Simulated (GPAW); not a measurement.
# CaO (Lime): optical spectrum from first principles, part 2 of 2

Wanted: where CaO (Lime) starts to absorb, how strongly, and its refractive index.

GPAW 26.7.0; DFT, PBE, plane-wave PAW (GPAW data sets), scalar-relativistic, RPA, optical limit.

So far. Step 2 (Ground state): There is a gap, 3.69 eV on this mesh (points off the mesh can give less), so no carriers' term is needed.

### 4. Dielectric function, RPA

Local fields let the induced charge screen the field inside the cell, which as a rule lowers ε, most along directions where the density is uneven.

This step: DFT, PBE, plane-wave PAW (GPAW data sets), scalar-relativistic, RPA, optical limit (GPAW 26.7.0).

The input, df.py:

```python
from gpaw.response.df import DielectricFunction

df = DielectricFunction('full.gpw', frequencies={'type': 'nonlinear', 'domega0': 0.03, 'omega2': 8},
                        ecut=50,
                        eta=0.15,
                        nbands=24,
                        txt='df.txt')
for direction in ['x']:
    df.get_dielectric_function(xc='RPA', direction=direction, filename=f'df_{direction}.csv')
```

Started as:

```
$ OMP_NUM_THREADS=1 python df.py
```

Numbers of over 12 decimals in the logs are rounded to 6 here.

Log:

```text
Using integrator: PointIntegrator
NonLinearFrequencyDescriptor(from 0.000 to 71.584 eV, 508 points)
Nonperiodic BCs:  [False False False]
Using integrator: PointIntegrator
NonLinearFrequencyDescriptor(from 0.000 to 71.584 eV, 508 points)
Nonperiodic BCs:  [False False False]

Calculating chi0 body with:
    Ground state adapter containing:
    Number of spins: 1
    Number of kpoints: 1728
    Number of irreducible kpoints: 72
    Number of completely occupied states: 8
    Number of partially occupied states: 8

    Linear response parametrization:
    q_c: [0.0, 0.0, 0.0]
    Number of frequency points: 508
    Planewave cutoff: 50.0
    Number of bands: 24
    Number of planewaves: 15
    Broadening (eta): 0.15

Integrating chi0 body.

Symmetries of q_c:
    Direct symmetries (Uq -> q): 48
    Indirect symmetries (TUq -> q): 0
In total 48 allowed symmetries.

72 groups of equivalent kpoints. 95.833333% reduction.

Integral kind: spectral function

Calculating chi0 optical extensions with:
    Ground state adapter containing:
    Number of spins: 1
    Number of kpoints: 1728
    Number of irreducible kpoints: 72
    Number of completely occupied states: 8
    Number of partially occupied states: 8

    Linear response parametrization:
    Number of frequency points: 508
    Planewave cutoff: 50.0
    Number of bands: 24
    Number of planewaves: 15
    Broadening (eta): 0.15
Integrating chi0 head and wings.

Symmetries of q_c:
    Direct symmetries (Uq -> q): 48
    Indirect symmetries (TUq -> q): 0
In total 48 allowed symmetries.

72 groups of equivalent kpoints. 95.833333% reduction.

Integral kind: spectral function wings
```

Wall time 6.2 s (1 thread of Arm Neoverse V1, shared host); peak memory 0.2 GiB.

Numbers from this step:

* electronic dielectric constant ε∞, mean over x, y and z (by symmetry where fewer were run): 3.613
* main peak of Im epsilon, first axis: 9.456 eV

Some rows of df_x.csv (energy; Re and Im without local fields; Re and Im with them):

```text
0.000000, 3.833347, -0.000000, 3.613447, -0.000000
0.429336, 3.841904, 0.006023, 3.621239, 0.005483
0.878195, 3.869715, 0.012716, 3.646549, 0.011568
1.347938, 3.921541, 0.020699, 3.693668, 0.018805
1.840057, 4.005441, 0.031068, 3.769815, 0.028162
2.356191, 4.135962, 0.046094, 3.887934, 0.041633
2.898142, 4.342860, 0.071720, 4.074290, 0.064384
3.467895, 4.704080, 0.131799, 4.396891, 0.116939
4.067647, 5.463191, 0.561799, 5.065769, 0.484885
4.699832, 5.309814, 1.752087, 4.997683, 1.520255
5.367152, 5.157158, 2.384501, 4.874124, 2.072263
6.072622, 4.477153, 3.210724, 4.330875, 2.863203
6.819608, 3.884465, 3.209176, 3.771181, 2.953891
7.611886, 3.958737, 3.716438, 3.864080, 3.447452
8.453705, 2.675428, 5.277700, 2.737563, 4.995551
9.349861, 1.382309, 6.082511, 1.514090, 5.953368
10.305790, -1.499940, 2.942471, -1.488487, 2.985000
11.327680, -0.907882, 0.872229, -0.996850, 0.896673
12.422601, 0.352152, 0.413101, 0.236765, 0.396065
13.598673, 1.084266, 0.366830, 0.958884, 0.333805
```

Values under the direct gap are tails of Lorentzian lines. Table of Im ε, E ∥ x by photon energy; read off at these points:

| photon energy (eV) | Im ε, E ∥ x |
| --- | --- |
| 0.0 | 0 |
| 0.5 | 0.00641 |
| 1.0 | 0.0133 |
| 1.5 | 0.0215 |
| 2.0 | 0.0318 |
| 2.5 | 0.0465 |
| 3.0 | 0.0705 |
| 3.5 | 0.122 |
| 4.0 | 0.385 |
| 4.5 | 1.26 |
| 5.0 | 1.97 |
| 5.5 | 2.40 |
| 6.0 | 2.78 |
| 6.5 | 3.00 |
| 7.0 | 2.91 |
| 7.5 | 3.42 |
| 8.0 | 4.51 |
| 8.5 | 5.06 |
| 9.0 | 4.63 |
| 9.5 | 6.17 |
| 10.0 | 4.01 |
| 10.5 | 2.68 |
| 11.0 | 1.60 |
| 11.5 | 0.675 |
| 12.0 | 0.590 |
| 12.5 | 0.379 |
| 13.0 | 0.511 |
| 13.5 | 0.345 |

Re ε, E ∥ x against photon energy:

photon energy (eV), Re ε, E ∥ x and a bar from the least value:
```
      0.0       3.61 #######################
      0.5       3.62 #######################
      1.0       3.66 #######################
      1.5       3.71 #######################
      2.0       3.80 ########################
      2.5       3.93 ########################
      3.0       4.12 #########################
      3.5       4.42 ##########################
      4.0       4.99 #############################
      4.5       5.24 ##############################
      5.0       5.27 ##############################
      5.5       4.79 ############################
      6.0       4.42 ##########################
      6.5       4.04 #########################
      7.0       3.88 ########################
      7.5       3.85 ########################
      8.0       3.97 ########################
      8.5       2.56 ##################
      9.0       2.11 ################
      9.5       0.30 ########
     10.0      -1.55 
     10.5      -1.43 #
     11.0      -1.33 #
     11.5      -0.66 ####
     12.0      -0.07 #######
     12.5       0.33 ########
     13.0       0.64 ##########
     13.5       0.86 ###########
```

The reflectivity at normal incidence, E ∥ x by photon energy; read off at these points:

| photon energy (eV) | reflectivity at normal incidence, E ∥ x (%) |
| --- | --- |
| 0.00 | 9.64 |
| 0.50 | 9.69 |
| 1.00 | 9.81 |
| 1.50 | 10.0 |
| 2.00 | 10.4 |
| 2.50 | 10.9 |
| 3.00 | 11.6 |
| 3.50 | 12.6 |
| 4.00 | 14.6 |
| 4.50 | 16.2 |
| 5.00 | 17.4 |
| 5.50 | 17.1 |
| 6.00 | 17.2 |
| 6.50 | 17.2 |
| 7.00 | 16.7 |
| 7.50 | 18.4 |
| 8.00 | 22.2 |
| 8.50 | 24.4 |
| 9.00 | 23.2 |
| 9.50 | 33.2 |
| 10.00 | 38.6 |
| 10.50 | 38.5 |
| 11.00 | 43.2 |
| 11.33 | 47.7 |
| 11.50 | 44.1 |
| 12.00 | 21.7 |
| 12.50 | 7.75 |
| 13.00 | 3.18 |
| 13.50 | 0.971 |

The loss function −Im 1/ε at q → 0, E ∥ x has structure finer than the step of the table below, so its rows give means over 0.5 eV, whole bins alone (the curve runs from 0 to 14.0 eV). Peaks (eV: height): 12.34: 2.07.

Values under the direct gap are tails of Lorentzian lines. The loss function −Im 1/ε at q → 0, E ∥ x by energy loss; means over each step:

energy loss (eV), loss function −Im 1/ε at q → 0, E ∥ x and a bar:
```
      0.5       0.00 
      1.0       0.00 
      1.5       0.00 
      2.0       0.00 
      2.5       0.00 
      3.0       0.00 
      3.5       0.01 
      4.0       0.02 
      4.5       0.04 #
      5.0       0.06 #
      5.5       0.08 #
      6.0       0.10 ##
      6.5       0.12 ##
      7.0       0.12 ##
      7.5       0.13 ##
      8.0       0.13 ##
      8.5       0.16 ###
      9.0       0.18 ###
      9.5       0.17 ###
     10.0       0.22 ####
     10.5       0.29 #####
     11.0       0.37 #######
     11.5       0.82 ###############
     12.0       1.68 ##############################
     12.5       1.51 ###########################
     13.0       0.78 ##############
     13.5       0.43 ########
```

Values under the direct gap are tails of Lorentzian lines. Table of Im ε, E ∥ x by photon energy; read off at these points:

| photon energy (eV) | without local fields | with local fields |
| --- | --- | --- |
| 0.00 | 0 | 0 |
| 0.50 | 0.00704 | 0.00641 |
| 1.00 | 0.0147 | 0.0133 |
| 1.50 | 0.0236 | 0.0215 |
| 2.00 | 0.0351 | 0.0318 |
| 2.50 | 0.0516 | 0.0465 |
| 3.00 | 0.0787 | 0.0705 |
| 3.50 | 0.138 | 0.122 |
| 4.00 | 0.445 | 0.385 |
| 4.50 | 1.48 | 1.26 |
| 5.00 | 2.25 | 1.97 |
| 5.50 | 2.73 | 2.40 |
| 6.00 | 3.12 | 2.78 |
| 6.50 | 3.25 | 3.00 |
| 7.00 | 3.18 | 2.91 |
| 7.50 | 3.67 | 3.42 |
| 8.00 | 4.82 | 4.51 |
| 8.50 | 5.33 | 5.06 |
| 9.00 | 4.77 | 4.63 |
| 9.42 | 6.31 | 6.20 |
| 9.50 | 6.24 | 6.17 |
| 10.00 | 3.97 | 4.01 |
| 10.50 | 2.64 | 2.68 |
| 11.00 | 1.56 | 1.60 |
| 11.50 | 0.666 | 0.675 |
| 12.00 | 0.599 | 0.590 |
| 12.50 | 0.398 | 0.379 |
| 13.00 | 0.556 | 0.511 |
| 13.50 | 0.376 | 0.345 |

From ε follow the optical constants at some laser and lamp lines:

| wavelength (nm) | n | k | R (%) | 1/α |
| --- | --- | --- | --- | --- |
| 1550 | 1.91 | 0.003 | 9.8 | 45 µm |
| 1064 | 1.92 | 0.004 | 9.9 | 20 µm |
| 800 | 1.93 | 0.006 | 10.1 | 11 µm |
| 532 | 1.97 | 0.010 | 10.7 | 4.1 µm |
| 450 | 2.00 | 0.014 | 11.2 | 2.5 µm |
| 308 | 2.24 | 0.094 | 14.8 | 261 nm |
| 193 | 2.15 | 0.687 | 17.3 | 22 nm |

Below the direct gap, k and the depth come from the tails of the Lorentzian lines, not from transitions.

Rows near the edge hang on the gap, which this functional as a rule makes too small, and phonon-assisted absorption is left out.

### 5. Results

```json
{"electronic dielectric constant ε∞, mean over x, y and z (by symmetry where fewer were run) (RPA)": "3.61", "main peak of Im epsilon, first axis": "9.46 eV"}
```

**Reading.** At this level (PBE, RPA) CaO has ε∞ = 3.61 and n = 1.91 at 1550 nm, and Im ε peaks at 9.5 eV. On the mesh the gap is 3.69 eV and the least direct gap 4.07 eV, so on this mesh the band edges lie at different points. Local fields change the static value along x from 3.83 to 3.61 (-6 %). Distinct maxima of Im ε, read by a parabola through the highest points, lie at 8.53 eV (5.1) and 9.46 eV (6.2). Excitons and phonon-assisted transitions are missing; PBE gaps are as a rule too small, which pulls the onset down and ε∞ up. The sum runs over mesh points, so small or evenly spaced maxima can still be ripples of the mesh. In this version of GPAW the matrix elements of the optical limit are incomplete, which can lower ε − 1 by up to a tenth where first-row anions or d states rule, and shift it by more in d metals.

[Machine, clock and banner lines and Python warnings are left out of the logs.]

[Logs are printed without paths, hosts, clocks, repeated set-up lines and the standing remarks that a program may print on its own settings, such as how far it seeks lower states.]

[Hosts, paths, dates, database ids (printed as entryN), source tags and the programs' standing remarks are cut or masked in the printed files.]
